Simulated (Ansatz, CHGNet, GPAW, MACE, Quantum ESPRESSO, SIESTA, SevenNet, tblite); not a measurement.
# How far do other methods lie from plane waves? Random packing of B (63 atoms)

Aim: forces, pressure of random packing of B (63 atoms) at one geometry, from other programs and methods, against plane-wave PBE.

Results are calculated, not measured.

## (1) The structure

The cell holds 63 atoms (63 B), with edges of 8.15, 8.15 and 8.15 Å. Recipe: 63 atoms (63 B) packed at random in a cube at 2.09 g/cm³ and pushed apart as soft spheres; a start for melting by ab initio MD, not an equilibrated structure. Then every atom was moved at random, 0.05 Å r.m.s. a Cartesian component. The density is 2.09 g/cm³.

## (2) The reference input

Quantum ESPRESSO 7.5: Kohn-Sham DFT, PBE, SSSP efficiency 1.3.0 pseudopotentials, plane waves. Its input, pw.in:

```
&control
  calculation = 'scf'
  pseudo_dir = './pseudo'
  outdir = './tmp'
  disk_io = 'none'
  tprnfor = .true.
  tstress = .true.
/
&system
  ibrav = 0
  nat = 63
  ntyp = 1
  ecutwfc = 45
  ecutrho = 360
  nosym = .true.
  occupations = 'smearing'
  smearing = 'fd'
  degauss = 0.003675
/
&electrons
  conv_thr = 3.2e-07
  electron_maxstep = 100
  mixing_beta = 0.2
  mixing_mode = 'local-TF'
  diagonalization = 'david'
/
ATOMIC_SPECIES
B 10.810 B.upf
CELL_PARAMETERS angstrom
8.15130 0.00000 0.00000
0.00000 8.15130 0.00000
0.00000 0.00000 8.15130
ATOMIC_POSITIONS crystal
B 0.73109 0.73282 0.58690
B 0.15831 0.64449 0.89264
B 0.58269 0.04567 0.77850
B 0.97227 0.69455 0.99405
[... 57 atom lines left out ...]
B 0.85895 0.03394 0.25613
B 0.43909 0.85633 0.67574
K_POINTS gamma
```

```console
$ OMP_NUM_THREADS=1 mpirun -np 2 pw.x -in pw.in > output.txt
```

The job ended after 27 s (2 MPI ranks of Arm Neoverse V2, shared host; peak memory 0.96 GiB; 53 s of CPU time).

It converged with an r.m.s. force component of 1.3 eV/Å and a pressure of -21 GPa.

## (3) The other programs

- CHGNet: machine-learned potential, published weights.
- GPAW 26.7.0: PAW with atomic orbitals (LCAO), plane waves or a real-space grid of spacing h.
- MACE: machine-learned potential, published weights.
- Quantum ESPRESSO 7.5: plane waves; labels (QE) give functional, pseudopotential set and cutoffs of waves/density.
- SIESTA 5.4.2: numerical atomic orbitals, whose automatically made sets are far from complete, with PseudoDojo norm-conserving potentials that we converted to its format (checked against plane waves on the same files for H, C, O, Si, Ge and Ca alone); labels give functional, basis size, energy shift and mesh cutoff.
- SevenNet: machine-learned potential, published weights.
- tblite 0.8.0: extended tight binding, driven from Python.

All use the same cell and atoms, and the electronic-structure runs the same k-mesh.

## (4) Side by side

Differences are against the reference: forces as r.m.s. over components, share as that over the reference's r.m.s. force, slope as the fitted ratio of a run's forces to the reference's.

```csv
run,"Δ force, r.m.s. (meV/Å)",share (%),slope,Δ pressure (GPa),cores,CPU time,memory (GiB)
reference,-,-,-,-,2,53 s,0.96
CHGNet 0.3.0 potential,703,55.1,0.737,1.60,1,3.8 s,1.6
"GPAW PBE, LCAO dzp, h 0.2 Å",156,12.2,1.060,-,1,4.2 min,0.73
"GPAW PBE, LCAO dzp, h 0.2 Å, other mixer settings",155,12.1,1.060,-,1,6.1 min,0.7
"GPAW PBE, LCAO sz(dzp), h 0.2 Å (coarse)",819,64.2,1.251,-,1,53 s,0.49
"GPAW PBE, plane waves 350 eV",32.5,2.55,1.005,-4.11,1,58 s,0.41
"GPAW revPBE, LCAO dzp, h 0.2 Å",198,15.5,1.074,-,1,4.1 min,0.73
MACE MPA-0 medium potential,491,38.5,0.839,-0.694,1,7.8 s,1.1
"QE PBE+D3(BJ), sssp-1.3.0-efficiency, 45/360 Ry",82.5,6.47,0.985,-1.50,2,54 s,0.97
"QE PBE, gbrv-1.5, 40/200 Ry",3.04,0.238,1.000,0.016,1,27 s,0.45
"SIESTA PBE, DZP, shift 0.002 Ry, mesh 300 Ry",209,16.4,1.073,2.69,2,21 min,1.8
"SIESTA PBE, DZP, shift 0.01 Ry, mesh 100 Ry (coarse)",195,15.3,1.082,2.17,1,82 s,0.43
"SIESTA PBE, DZP, shift 0.01 Ry, mesh 300 Ry",195,15.3,1.082,2.19,2,6.6 min,1.2
"SIESTA PBE, SZ, shift 0.01 Ry, mesh 300 Ry (coarse)",1107,86.9,1.350,18.6,1,71 s,0.48
"SIESTA PBE, SZP, shift 0.01 Ry, mesh 300 Ry (coarse)",652,51.2,1.210,12.4,1,4.9 min,0.88
SevenNet 0 potential,846,66.4,0.683,-1.08,1,7.3 s,0.99
tblite GFN1-xTB,661,51.9,0.884,13.1,1,1.3 s,0.1
tblite GFN2-xTB,738,57.9,0.801,38.9,1,5 s,0.1
```

Rows marked coarse were listed beforehand as settings not expected to be converged; some can still land near the reference.

Times of the machine-learned potentials are mostly Python's start and the loading of weights.

CPU time is summed over cores on shared hosts, so it is rough.

## (5) Findings

Forces lie from 0.24 % (QE PBE, gbrv-1.5, 40/200 Ry) to 87 % (SIESTA PBE, SZ, shift 0.01 Ry, mesh 300 Ry, coarse) of the reference's r.m.s. force of 1.3 eV/Å away from it. Other PBE runs on plane waves or a grid: GPAW PBE, plane waves 350 eV 2.6 % and QE PBE, gbrv-1.5, 40/200 Ry 0.24 % of the r.m.s. force; the reference has errors of its own, so differences under a few per cent don't tell which side is nearer the exact PBE result. The PBE runs in local orbitals, coarse settings apart, differ by 12 % (GPAW PBE, LCAO dzp, h 0.2 Å, other mixer settings) to 16 % (SIESTA PBE, DZP, shift 0.002 Ry, mesh 300 Ry); basis, grid and potentials can all enter. Tight binding differs by 52 % (tblite GFN1-xTB) to 58 % (tblite GFN2-xTB); it is another model, with fitted parameters of its own, and the xTB methods hold dispersion.

Machine-learned potentials differ by 39 % (MACE MPA-0 medium potential) to 66 % (SevenNet 0 potential); they were trained on other programs' data. The reference samples few k-points for this cell, and its sampling error, which other DFT runs on the same mesh share, can be part of so large a difference. Among those trained on PBE data the slope goes as low as 0.68, with a correlation of 0.76, so directions differ as well as sizes. In the reference's own program, potentials and cutoffs, a change of model alone moves forces by 6.5 % (QE PBE+D3(BJ), sssp-1.3.0-efficiency, 45/360 Ry). Other rows with another functional or a dispersion term differ by 16 % (GPAW revPBE, LCAO dzp, h 0.2 Å), which mixes the change of model with differences of basis and potentials. Runs with settings chosen to be coarse differ by 15 % (SIESTA PBE, DZP, shift 0.01 Ry, mesh 100 Ry) to 87 % (SIESTA PBE, SZ, shift 0.01 Ry, mesh 300 Ry), their programs' other errors included. From SIESTA PBE, DZP, shift 0.01 Ry, mesh 100 Ry to the finer SIESTA PBE, DZP, shift 0.01 Ry, mesh 300 Ry the share goes from 15.3 to 15.3 %, so the grid isn't what parts these runs from the reference. Pressures at PBE, coarse settings apart, lie -4.11 to +2.69 GPa from the reference's. A pressure off by over 25 GPa (tblite GFN2-xTB) is no usable stress for this cell.

**Limits.** Periodic xTB results under one method name differ between programs and library versions. The reference's pressure holds the uncorrected Pulay stress of its 45 Ry basis, so small pressure differences may be the reference's own error. The electron count is odd in these runs, and they have no spin polarisation, so the unpaired electron is spread evenly over both spins. Machine-learned potentials mimic data converged in k, so the reference's own k-point error enters their differences. The reference's stress is far from hydrostatic: its diagonal is -17.0, -20.7, -24.9 GPa, compression counted positive. The electron count is odd and the run has no spin polarisation, so levels at the top are partly filled by construction. The electronic-structure runs sample only Γ, in a cell whose shortest periodic width is 8 Å, which is coarse for a cell with partly filled levels. The reference's pressure of -21 GPa reflects the volume that the recipe set, positions that aren't this level's minimum and the basis. Where levels are smeared, the DFT runs use Fermi–Dirac occupations at 580 K (0.05 eV), and energies are free energies. The atoms were displaced at random, and shares hang on the size of the forces that this gives. The reference's cutoffs and mesh weren't converged further here.

[Logs are printed without paths, hosts, clocks, repeated set-up lines and the standing remarks that a program may print on its own settings, such as how far it seeks lower states.]

[Hosts, paths, dates, database ids (printed as entryN), source tags and the programs' standing remarks are cut or masked in the printed files.]

[Cells were taken only where this reference lay near another plane-wave run.]
